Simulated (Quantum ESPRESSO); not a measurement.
**Fe3Ge: parallel and opposed starts**

A self-consistent run ends on one state, which hangs on the start. Several orders of Fe3Ge are started in Quantum ESPRESSO and their energies compared.

Program: Quantum ESPRESSO 7.5. Level of theory: LDA; plane waves with GBRV 1.5 LDA potentials, no spin-orbit coupling. Results are calculated unless marked as measured.

Most raw output is cut from this account.

**1. The starting structure**

Symmetry: P6_3/mmc, No. 194, hexagonal system. The conventional cell has a = 5.169 Å, b = 5.169 Å, c = 4.222 Å, α = 90.00°, β = 90.00°, γ = 120.00°. Fe has 8 Fe at 2.50 to 2.67 Å and 4 Ge at 2.58 to 2.61 Å nearest. Ge has 12 Fe at 2.58 to 2.61 Å nearest. Farther neighbours are not listed.

The cell comes from the Crystallography Open Database.

**2. Start 1: ferro ++++++**

The signs are those of the starting moments on the seeded atoms, the atoms that are given a moment.

Input file pw.in:

```
&CONTROL
  calculation = 'scf'
  prefix = 'pwscf'
  outdir = './tmp'
  pseudo_dir = './pseudo'
  disk_io = 'nowf'
/
&SYSTEM
  ibrav = 0
  nat = 8
  ntyp = 2
  ecutwfc = 40
  ecutrho = 280
  nbnd = 85
  occupations = 'smearing'
  smearing = 'fd'
  degauss = 0.00734986
  nspin = 2
  starting_magnetization(1) = 0.175
  starting_magnetization(2) = 0
/
&ELECTRONS
  conv_thr = 1.6d-08
  electron_maxstep = 150
  mixing_beta = 0.3
/
ATOMIC_SPECIES
Fe     55.8450 fe_lda_v1.5.uspp.F.UPF
Ge     72.6300 ge_lda_v1.4.uspp.F.UPF
CELL_PARAMETERS angstrom
   5.1690000000    0.0000000000    0.0000000000
  -2.5845000000    4.4764853122    0.0000000000
   0.0000000000    0.0000000000    4.2220000000
ATOMIC_POSITIONS crystal
Fe      0.8390000000    0.6780000000    0.2500000000
Fe      0.1610000000    0.8390000000    0.7500000000
Fe      0.3220000000    0.1610000000    0.2500000000
Fe      0.1610000000    0.3220000000    0.7500000000
Fe      0.8390000000    0.1610000000    0.2500000000
Fe      0.6780000000    0.8390000000    0.7500000000
Ge      0.3333333333    0.6666666667    0.2500000000
Ge      0.6666666667    0.3333333333    0.7500000000
K_POINTS automatic
6 6 6 0 0 0
```

On the command line:

```sh
$ OMP_NUM_THREADS=1 mpirun -n 4 pw.x -nk 4 -in pw.in > pw.out
```

Elapsed: 86 s, on 4 MPI ranks of Arm Neoverse V2, shared host; peak memory 0.69 GiB; 5.7 min of CPU time.

Spin moment in the atom's sphere by atom:

```
atom  spin moment in the atom's sphere (μB)
 Fe1                                   2.13
 Fe2                                   2.13
 Fe3                                   2.13
 Fe4                                   2.13
 Fe5                                   2.13
 Fe6                                   2.13
 Ge7                                  -0.09
 Ge8                                  -0.09
```

This step gave:

```
smearing term TS       : 0.2126 eV
magnetization          : 12.61 μB
absolute magnetization : 13.34 μB
final state            : ferromagnetic
```

Spin density in the ab plane at fractional z = 0.250, with atoms of Fe and Ge within 0.2 Å of it.

Ten even steps from '_' (0.0 e/Å³) to '@' (4.3 e/Å³), each cell a mean:
```
____________________________
____________________________
________________________....
____________________..==##::
____________________--@@%%::
____________________..==..__
____________________________
____________________________
____________________________
__________..____________....
________++++..________::**--
______--@@**..______..%%%%..
______--**::________--**::__
________..__________..______
```
Columns run along a (5.2 Å), rows up along b (5.2 Å). Atoms in or near the plane, at fractional coordinates: Fe at (0.84, 0.68), Fe at (0.32, 0.16), Fe at (0.84, 0.16), Ge at (0.33, 0.67).

Valence density in the ab plane at fractional z = 0.250, with atoms of Fe and Ge within 0.2 Å of it. It is the smooth field of the valence electrons, not physical close to the nuclei.

Values in e/Å³, 14 rows by 14 columns, each cell a mean:
```
 0  0  0  0  0  0  0  0  0  0  0  0  0  0
 1  0  0  0  0  0  1  0  0  0  0  0  1  1
 1  0  0  0  1  2  2  1  0  0  0  2  6  4
 1  0  0  1 12 20  5  1  0  0  2 14 21  9
 1  0  1  6 36 28  4  1  0  1  8 22 20  5
 0  0  1  6 15  6  1  0  0  1  7 14  7  1
 0  0  1  1  1  1  0  0  0  1  2  2  1  0
 0  0  0  0  0  0  0  0  0  0  0  0  0  0
 0  0  0  0  0  0  1  0  0  0  0  0  0  1
 1  0  0  0  2  3  2  1  0  0  0  1  3  3
 1  0  0  3 12 17  6  1  0  0  2 10 18  8
 1  0  1 11 22 19  4  1  0  1  7 21 21  7
 0  0  2 12 17  7  1  0  0  1  8 18 10  1
 0  0  1  3  2  1  0  0  0  1  2  3  1  0
```
Columns run along a (5.2 Å), rows up along b (5.2 Å). Atoms in or near the plane, at fractional coordinates: Fe at (0.84, 0.68), Fe at (0.32, 0.16), Fe at (0.84, 0.16), Ge at (0.33, 0.67).

**3. Start 2: antiferro +++−−−**

Input file pw.in:

```
&CONTROL
  calculation = 'scf'
  prefix = 'pwscf'
  outdir = './tmp'
  pseudo_dir = './pseudo'
  disk_io = 'nowf'
/
&SYSTEM
  ibrav = 0
  nat = 8
  ntyp = 3
  ecutwfc = 40
  ecutrho = 280
  nbnd = 77
  occupations = 'smearing'
  smearing = 'fd'
  degauss = 0.00734986
  nspin = 2
  starting_magnetization(1) = 0.175
  starting_magnetization(2) = -0.175
  starting_magnetization(3) = 0
/
&ELECTRONS
  conv_thr = 1.6d-08
  electron_maxstep = 150
  mixing_beta = 0.3
/
ATOMIC_SPECIES
Fe1    55.8450 fe_lda_v1.5.uspp.F.UPF
Fe2    55.8450 fe_lda_v1.5.uspp.F.UPF
Ge     72.6300 ge_lda_v1.4.uspp.F.UPF
CELL_PARAMETERS angstrom
   5.1690000000    0.0000000000    0.0000000000
  -2.5845000000    4.4764853122    0.0000000000
   0.0000000000    0.0000000000    4.2220000000
ATOMIC_POSITIONS crystal
Fe1     0.8390000000    0.6780000000    0.2500000000
Fe1     0.1610000000    0.8390000000    0.7500000000
Fe1     0.3220000000    0.1610000000    0.2500000000
Fe2     0.1610000000    0.3220000000    0.7500000000
Fe2     0.8390000000    0.1610000000    0.2500000000
Fe2     0.6780000000    0.8390000000    0.7500000000
Ge      0.3333333333    0.6666666667    0.2500000000
Ge      0.6666666667    0.3333333333    0.7500000000
K_POINTS automatic
6 6 6 0 0 0
```

Elapsed: 3.6 min, on 4 MPI ranks; peak memory 0.85 GiB; 15 min of CPU time.

Spin moment in the atom's sphere by atom:

```
atom  spin moment in the atom's sphere (μB)
 Fe1                                   1.87
 Fe2                                   1.80
 Fe3                                   1.87
 Fe4                                  -1.87
 Fe5                                  -1.80
 Fe6                                  -1.87
 Ge7                                   0.00
 Ge8                                   0.00
```

Read from the output:

```yaml
smearing_term_ts: 0.3551 eV
magnetization: 0 μB
absolute_magnetization: 11.51 μB
final_state: antiferromagnetic
```

Spin density in the ab plane at fractional z = 0.250, with atoms of Fe and Ge within 0.2 Å of it.

Ten even steps from '0' (-3.1 e/Å³) to '9' (3.6 e/Å³), each cell a mean:
```
44444444444444
44444444444444
44444444444455
44444444445786
44444444446985
44444444445654
44444444444444
44444444444444
44444444444444
44445544444433
44457754444312
44469854443003
44468544442134
44455444443444
```
Columns run along a (5.2 Å), rows up along b (5.2 Å). Atoms in or near the plane, at fractional coordinates: Fe at (0.84, 0.68), Fe at (0.32, 0.16), Fe at (0.84, 0.16), Ge at (0.33, 0.67).

Valence density in the ab plane at fractional z = 0.250, with atoms of Fe and Ge within 0.2 Å of it. It is the smooth field of the valence electrons, not physical close to the nuclei.

Ten steps, logarithmic in the rise over the least value, from '0' (0 e/Å³) to '9' (36 e/Å³), each cell a mean:
```
00110000001000
10000110000011
20002331001355
20027851004787
10169951026885
00268620026762
00133100013310
00010000000000
00000110000001
10013431000244
20047861003786
10278851016886
00378620026872
00244100024420
```
Columns run along a (5.2 Å), rows up along b (5.2 Å). Atoms in or near the plane, at fractional coordinates: Fe at (0.84, 0.68), Fe at (0.32, 0.16), Fe at (0.84, 0.16), Ge at (0.33, 0.67).

**4. Start 3: antiferro +−+−+−**

Edit pw.in of step 3 so:

```diff
@@ -37,6 +37,6 @@
 Fe1     0.8390000000    0.6780000000    0.2500000000
-Fe1     0.1610000000    0.8390000000    0.7500000000
+Fe2     0.1610000000    0.8390000000    0.7500000000
 Fe1     0.3220000000    0.1610000000    0.2500000000
 Fe2     0.1610000000    0.3220000000    0.7500000000
-Fe2     0.8390000000    0.1610000000    0.2500000000
+Fe1     0.8390000000    0.1610000000    0.2500000000
 Fe2     0.6780000000    0.8390000000    0.7500000000
```

Run time: 92 s. Hardware: 4 MPI ranks; peak memory 0.74 GiB; 6.1 min of CPU time.

Spin moment in the atom's sphere by atom:

```
atom  spin moment in the atom's sphere (μB)
 Fe1                                   1.86
 Fe2                                  -1.86
 Fe3                                   1.86
 Fe4                                  -1.86
 Fe5                                   1.86
 Fe6                                  -1.86
 Ge7                                  -0.01
 Ge8                                   0.01
```

Numbers from this step:

* smearing term TS: 0.3512 eV
* magnetization: 0 μB
* absolute magnetization: 11.63 μB
* final state: antiferromagnetic

**5. Energies of the orders**

An order is kept where moments of 0.15 μB or more survive with the typed signs; meshes match where a doubled cell samples the same k points as the first cell.

Orders:

```
           start        final state  typed order kept  energy over the lowest (meV a seeded atom)  largest site moment (μB)  net moment (μB a cell of the first run)  mesh matched  CPU time (s)
    ferro ++++++      ferromagnetic               yes                                           0                      2.13                                    12.61           yes         343.6
antiferro +++---  antiferromagnetic               yes                                       123.1                     1.865                                        0           yes         871.9
antiferro +-+-+-  antiferromagnetic               yes                                       117.5                     1.859                                        0           yes         368.5
```

**6. A Heisenberg model**

E = −Σ J e·e over ordered pairs of unit vectors, so each pair counts twice. As many shells are taken as there are differences of energy, so the couplings are solved for and no residual tests the model; further shells are folded in, and shells whose pairs keep their relative signs in all orders cancel and are not probed. Couplings from the energies:

```
 pair  distance (Å)  neighbours an atom  J (meV)
Fe-Fe         2.497                   2    31.47
Fe-Fe         2.556                   4    14.68
```

**7. What came out**

```json
{
 "lowest state found": "ferromagnetic (from ferro ++++++)",
 "largest site moment": "2.13 μB",
 "next state with moments": "antiferromagnetic, 117 meV a seeded atom higher",
 "J of the weightiest shell (Fe-Fe, 2.50 Å; E = −Σ J e·e, ordered pairs)": "31.5 meV"
}
```

In words: The largest moment changes by 13 % between the kept orders, so a model of rigid spins is rough here. This is the lowest of 3 collinear or spinless starts, no proof of the ground state. Energies are free energies at an electronic temperature of 1160 K, which lowers moments and differences where the moments are itinerant.

[Logs and program files are shortened in this print: banners, set-up blocks, solver, clock and traceback lines can be left out without a mark of their own.]

[Logs are printed without paths, hosts, clocks, repeated set-up lines and the standing remarks that a program may print on its own settings, such as how far it seeks lower states.]

[Hosts, paths, dates, database ids (printed as entryN), source tags and the programs' standing remarks are cut or masked in the printed files.]

[Where a cell is said to come from a database of computed structures, the database is the Materials Project.]
